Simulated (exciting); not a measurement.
Consider BaLiF3, space group Pm-3m.

```
Ba F Li
1.0
     3.98858    0.00000    0.00000
     0.00000    3.98858    0.00000
     0.00000    0.00000    3.98858
Ba F Li
1 3 1
Direct
  0.00000 0.00000 0.00000
  0.50000 0.00000 0.50000
  0.50000 0.50000 0.00000
  0.00000 0.50000 0.50000
  0.50000 0.50000 0.50000
```

Absorber: atom 1, with 12 F at 2.82 Å (cuboctahedral, site symmetry m-3m). Method: exciting, all-electron LAPW+lo, LDA, exchange and screened direct term (singlet BSE), 3×3×3 shifted k points, 36 conduction bands, |G+q| up to 3 bohr⁻¹ (2 in the exchange term), full RPA screening with nempty = 60, Lorentzian half width 1.66 eV.

Question: Predict the Ba L₃ near-edge structure at this level.

Bound core exciton? Yes on this mesh: the first bright state (over 5 % of the brightest) lies at -2.55 eV from the Kohn–Sham onset and at -3.02 eV from the lowest bare transition of its own mesh; weaker or dark states reach down to -9.12 eV. Maxima (height): -1.9 eV (1.00) and 16.8 eV (0.22).

Energy from the Kohn–Sham onset, core level to the lowest empty state found on the meshes used; Im ε in relative units:

| E (eV) | Im ε |
| --- | --- |
| -12.0 | 0.03 |
| -11.5 | 0.04 |
| -11.0 | 0.04 |
| -10.5 | 0.04 |
| -10.0 | 0.05 |
| -9.5 | 0.06 |
| -9.0 | 0.06 |
| -8.5 | 0.07 |
| -8.0 | 0.08 |
| -7.5 | 0.10 |
| -7.0 | 0.11 |
| -6.5 | 0.14 |
| -6.0 | 0.17 |
| -5.5 | 0.21 |
| -5.0 | 0.26 |
| -4.5 | 0.34 |
| -4.0 | 0.45 |
| -3.5 | 0.59 |
| -3.0 | 0.77 |
| -2.5 | 0.92 |
| -2.0 | 1.00 |
| -1.5 | 0.96 |
| -1.0 | 0.82 |
| -0.5 | 0.66 |
| 0.0 | 0.53 |
| 0.5 | 0.44 |
| 1.0 | 0.37 |
| 1.5 | 0.32 |
| 2.0 | 0.29 |
| 2.5 | 0.26 |
| 3.0 | 0.23 |
| 3.5 | 0.22 |
| 4.0 | 0.20 |
| 4.5 | 0.19 |
| 5.0 | 0.18 |
| 5.5 | 0.17 |
| 6.0 | 0.17 |
| 6.5 | 0.17 |
| 7.0 | 0.17 |
| 7.5 | 0.17 |
| 8.0 | 0.18 |
| 8.5 | 0.18 |
| 9.0 | 0.18 |
| 9.5 | 0.18 |
| 10.0 | 0.17 |
| 10.5 | 0.17 |
| 11.0 | 0.17 |
| 11.5 | 0.18 |
| 12.0 | 0.18 |
| 12.5 | 0.19 |
| 13.0 | 0.19 |
| 13.5 | 0.20 |
| 14.0 | 0.20 |
| 14.5 | 0.20 |
| 15.0 | 0.20 |
| 15.5 | 0.21 |
| 16.0 | 0.21 |
| 16.5 | 0.22 |
| 17.0 | 0.22 |
| 17.5 | 0.21 |
| 18.0 | 0.21 |
| 18.5 | 0.21 |
| 19.0 | 0.21 |
| 19.5 | 0.21 |
| 20.0 | 0.21 |
| 20.5 | 0.21 |
| 21.0 | 0.21 |
| 21.5 | 0.21 |
| 22.0 | 0.21 |
| 22.5 | 0.21 |

With 27 k points the binding energies are rough, and fine structure above the first lines is partly noise of the mesh. The kernel cutoff is low for a compact core orbital, so the effect of exchange is a lower bound. The zero comes from the unshifted 4×4×4 ground-state mesh; it is exact only where the band minimum lies on that mesh. The conduction states carry no spin here, so the exchange coupling to the spinor core hole is only partly held. This core level is treated alone, with no coupling to its spin–orbit partner. The Kohn–Sham onset, 5154 eV, is no photon energy (tabulated edge of the element: 5247 eV): the scale needs a rigid shift. Bands and screening come from semilocal DFT, whose small gap overscreens. Vibrations and energy-dependent lifetimes are left out. The structure is a Materials Project entry, computed there, and may be a hypothetical form.

[Banner, clock and machine lines of the logs are left out without a mark of their own.]

[Logs are printed without paths, hosts, clocks, repeated set-up lines and the standing remarks that a program may print on its own settings, such as how far it seeks lower states.]

[Hosts, paths, dates, database ids (printed as entryN), source tags and the programs' standing remarks are cut or masked in the printed files.]
